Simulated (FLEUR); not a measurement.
**MnS: exchange couplings by hand from total energies**

Aim: get Heisenberg couplings of MnS from the energies of collinear orders, with pencil and paper, and test them on an order left out of the fit.

Calculated with FLEUR MaX-R8.1; PBE with U = 4 eV on Mn d; all-electron FLAPW, Dirac cores, scalar-relativistic bands.

The database entry behind the starting cell differs from later determinations by our own check (an axis about 0.2 % short against later determinations), so it need not match the best structure at ambient conditions.

### 1. The structure

The structure is cubic, space group Fm-3m (No. 225). The conventional cell has a = 5.209 Å, b = 5.209 Å, c = 5.209 Å, α = 90.00°, β = 90.00°, γ = 90.00°. Nearest to Mn lie 6 S at 2.60 Å. Nearest to S lie 6 Mn at 2.60 Å. Farther neighbours and most contacts between anions are not listed.

### 2. The parallel order

All energies count from this run. A Hubbard U acts on the open shell, since semilocal functionals spread its electrons too much.

inpgen writes inp.xml from crystal.txt; cutoffs, mixing, functional, smearing and local orbitals are then set in the file. The k list default-1 (kpts.xml, not shown) is a Γ-centred 8×8×8 mesh; where the ranks do not divide the number of points, some are split in two of half the weight.

The input, inp.xml:

```
<?xml version="1.0" encoding="UTF-8" standalone="no"?>
<fleurInput fleurInputVersion="0.39">
   <comment>
      MnS
   </comment>
   <calculationSetup>
      <cutoffs Kmax="3.97" Gmax="11.9" GmaxXC="11.9" numbands="0"/>
      <scfLoop itmax="120" minDistance="0.0001" maxIterBroyd="15" imix="Anderson" alpha="0.05" precondParam="0.0" spinf="2.0" sdNocoIR="T"/>
      <coreElectrons ctail="T" frcor="F" kcrel="0" coretail_lmax="0"/>
      <xcFunctional name="pbe" relativisticCorrections="F"/>
      <magnetism jspins="2"/>
      <soc l_soc="F" theta="0.0" phi="0.0" spav="F"/>
      <expertModes spex="0" secvar="F"/>
      <geometryOptimization l_f="F" forcealpha="1.0" forcemix="BFGS" epsdisp="0.00001" epsforce="0.00001"/>
      <ldaU l_linMix="F" mixParam="0.05" spinf="1.0"/>
   </calculationSetup>
   <cell>
      <bzIntegration valenceElectrons="21.0" mode="hist" fermiSmearingEnergy="0.00183747">
         <kPointListSelection listName="default-1"/>
         <xi:include xmlns:xi="http://www.w3.org/2001/XInclude" href="kpts.xml"> </xi:include>
      </bzIntegration>
      <xi:include xmlns:xi="http://www.w3.org/2001/XInclude" href="sym.xml"> </xi:include>
      <bulkLattice scale="1.0">
         <bravaisMatrix>
            <row-1>    0.0000000000000000     4.9217916915206992     4.9217916915206992</row-1>
            <row-2>    4.9217916915206992     0.0000000000000000     4.9217916915206992</row-2>
            <row-3>    4.9217916915206992     4.9217916915206992     0.0000000000000000</row-3>
         </bravaisMatrix>
      </bulkLattice>
   </cell>
   <atomSpecies>
      <species name="Manganese 4.500" element="Mn" atomicNumber="25">
         <mtSphere radius="2.8" gridPoints="925" logIncrement="0.013"/>
         <atomicCutoffs lmax="10" lnonsphr="8"/>
         <electronConfig flipSpins="F">
            <coreConfig>(1s1/2) (2s1/2) (2p1/2) (2p3/2)</coreConfig>
            <valenceConfig>(3s1/2) (3p1/2) (3p3/2) (4s1/2) (3d3/2) (3d5/2)</valenceConfig>
            <stateOccupation state="(3d3/2)" spinUp="1.75" spinDown="0.25"/>
            <stateOccupation state="(3d5/2)" spinUp="3.0" spinDown="0.0"/>
         </electronConfig>
         <energyParameters s="4" p="4" d="3" f="4"/>
         <ldaU l="2" U="4.0" J="0.0" l_amf="F"/>
         <lo type="SCLO" l="0" n="3" eDeriv="0"/>
         <lo type="SCLO" l="1" n="3" eDeriv="0"/>
      </species>
      <species name="Sulfur (S)" element="S" atomicNumber="16">
         <mtSphere radius="1.89" gridPoints="625" logIncrement="0.018"/>
         <atomicCutoffs lmax="8" lnonsphr="6"/>
         <electronConfig flipSpins="F">
            <coreConfig>(1s1/2) (2s1/2) (2p1/2) (2p3/2)</coreConfig>
            <valenceConfig>(3s1/2) (3p1/2) (3p3/2)</valenceConfig>
            <stateOccupation state="(3p1/2)" spinUp="0.666667" spinDown="0.666667"/>
            <stateOccupation state="(3p3/2)" spinUp="1.333333" spinDown="1.333333"/>
         </electronConfig>
         <energyParameters s="3" p="3" d="3" f="4"/>
      </species>
   </atomSpecies>
   <atomGroups>
      <atomGroup species="Manganese 4.500">
         <relPos label="                   1">.0000000000 .0000000000 .0000000000</relPos>
         <force calculate="T" relaxXYZ="TTT"/>
      </atomGroup>
      <atomGroup species="Sulfur (S)">
         <relPos label="                   2">1.000/2.000 1.000/2.000 1.000/2.000</relPos>
         <force calculate="T" relaxXYZ="TTT"/>
      </atomGroup>
   </atomGroups>
   <output dos="F" band="F" slice="F">
      <bandDOS minEnergy="-.5*Htr" maxEnergy="0.5*Htr" sigma="0.015" storeEVData="T"/>
      <plotting iplot="0" polar="F">
         <plot TwoD="T" vec1="  1.0  0.0  0.0" vec2="  0.0  1.0  0.0" vec3="  0.0  0.0  1.0" zero="  0.0  0.0  0.0" file="plot"/>
      </plotting>
      <moessbauerParams electricFieldGradient="F" isomerShift="F" coreHyperfine="F" valenceHyperfine="F"/>
   </output>
</fleurInput>
```

The input, crystal.txt:

```
MnS
&input film=F cartesian=F /
0.00000000000  2.60450000000  2.60450000000
2.60450000000  0.00000000000  2.60450000000
2.60450000000  2.60450000000  0.00000000000
1.8897261246
1.0 1.0 1.0

2
25 0.00000000000  0.00000000000  0.00000000000 : 4.500
16 0.50000000000  0.50000000000  0.50000000000

&kpt div1=8 div2=8 div3=8 gamma=T /
```

Command:

```sh
OMP_NUM_THREADS=1 inpgen -f crystal.txt > inpgen.log  # inp.xml is then edited as shown
OMP_NUM_THREADS=1 mpirun -n 4 fleur_MPI > fleur.log
```

What it wrote:

```text
Welcome to FLEUR        (www.flapw.de)
      MaX-Release 8.1          (www.max-centre.eu)

 ========== k-point set info ==========
 Selected k-point list: default-1
 k-point list type: mesh
 0 x 0 x 0
 Number of k points: 32

 [... set-up left out ...]
 no density matrix found ... skipping LDA+U
 Reset of history
 Iteration:     1   Distance:       6.93873024 me/bohr^3
 Iteration:     2   Distance:       7.37655390 me/bohr^3
 Iteration:     3   Distance:       6.79405696 me/bohr^3
 Iteration:     4   Distance:       3.89598678 me/bohr^3
[...]
[... left out ...]
            <freeEnergy value="-1557.8558871099"/>
            <extrapolationTo0K value="-1557.8558871099"/>
         </totalEnergy>
         [... left out ...]
         <ldaUDensityMatrixConvergence>
            <distance spin="1" distance="0.000001"/>
            <distance spin="2" distance="0.000002"/>
         </ldaUDensityMatrixConvergence>
         <densityConvergence units="me/bohr^3">
            <chargeDensity spin="1" distance="0.0000328544"/>
            <chargeDensity spin="2" distance="0.0000916520"/>
            <overallChargeDensity distance="0.0000979930"/>
            <spinDensity distance="0.0000967283"/>
         </densityConvergence>
      </iteration>
```

It took 11 s on 4 MPI ranks of Intel Xeon Platinum 8559C (Emerald Rapids), shared host; peak memory 0.24 GiB; 45 s of CPU time.

Spin moment in the muffin-tin sphere by atom:

```
atom  spin moment in the muffin-tin sphere (μB)
 Mn1                                       4.76
  S2                                       0.09
```

Numbers from this step:

| Quantity | Value |
| --- | --- |
| free energy | -42391.4183 eV |
| program's band gap on this mesh (in a metal only a level spacing) | 0.8209 eV |
| magnetization | 5 μB |
| final state | ferromagnetic |

After 15 cycles the largest moment stands at 4.76 μB.

### 3. The orders used for the fit

The other orders were run with the same settings, on meshes that hold the same points. Free energies are divided by the number of Mn atoms; q is in fractions of the reciprocal vectors of the first run's cell.

```csv
order,atoms,mesh,free energy (eV),eV per Mn,largest moment (μB)
F +,2,8×8×8,-42391.4183,-42391.4183,4.76
"AF q=(0,1/2,1/2) +-",4,8×4×8,-84782.8704,-42391.4352,4.73
```

### 4. Counting neighbours

With E = −Σ J e_i·e_j over ordered pairs of unit vectors, turning a neighbour from parallel to opposed costs 2J a Mn atom. So an order lies 2 Σ n J over the parallel one, n being the opposed neighbours in each shell.

```
shell  distance (Å)  neighbours  opposed in AF q=(0,1/2,1/2) +-  opposed in AF q=(0,0,1/2) +-
   J1          3.68          12                               8                             6
   J2          5.21           6                               0                             6
```

Only J1 is kept.

### 5. Solving

```
2 × 8 × J1 = -16.9 meV    (AF q=(0,1/2,1/2) +-)
J1 = -1.06 meV
```

### 6. The test

The couplings now give the orders that were left out:

```
2 × 6 × (-1.06) = -12.7 meV    (AF q=(0,0,1/2) +-)
```

The runs themselves:

```
            order  atoms   mesh  free energy (eV)    eV per Mn  largest moment (μB)  over the parallel order (meV)  foretold (meV)
AF q=(0,0,1/2) +-      4  8×8×4       -84782.9330  -42391.4665                 4.64                          -48.2           -12.7
```

### 7. One more shell

One try is to add the next shell, though changing moments can also cause the miss. Both differences then fix both couplings, and no order is left for a test.

```
2 × 8 × J1 = -16.9 meV    (AF q=(0,1/2,1/2) +-)
2 × 6 × J1 + 2 × 6 × J2 = -48.2 meV    (AF q=(0,0,1/2) +-)
J1 = -1.06 meV
J2 = -2.96 meV
```

### 8. What came out

```json
{
 "effective coupling of the reversed pairs, counted on J1 (Mn–Mn at 3.68 Å)": "-1.06 meV",
 "largest miss on the orders left out": "35 meV",
 "J1 with two shells": "-1.06 meV",
 "J2 with two shells": "-2.96 meV"
}
```

What this shows: The model misses the order left out by 35 meV, 74 % of the largest distance from the parallel order, so it fails: these couplings alone don't describe the crystal. With the next shell added the couplings are J1 = -1.06 and J2 = -2.96 meV, untested. The largest moments of the orders differ by 2.7 % of the greatest. One difference fixes one number: it sums all reversed shells and need not be the coupling of the nearest one, even in sign.

[Logs and program files are shortened in this print: banners, set-up blocks, solver, clock and traceback lines can be left out without a mark of their own.]

[Logs are printed without paths, hosts, clocks, repeated set-up lines and the standing remarks that a program may print on its own settings, such as how far it seeks lower states.]

[Hosts, paths, dates, database ids (printed as entryN), source tags and the programs' standing remarks are cut or masked in the printed files.]

[Where a cell is said to come from a database of computed structures, the database is the Materials Project.]
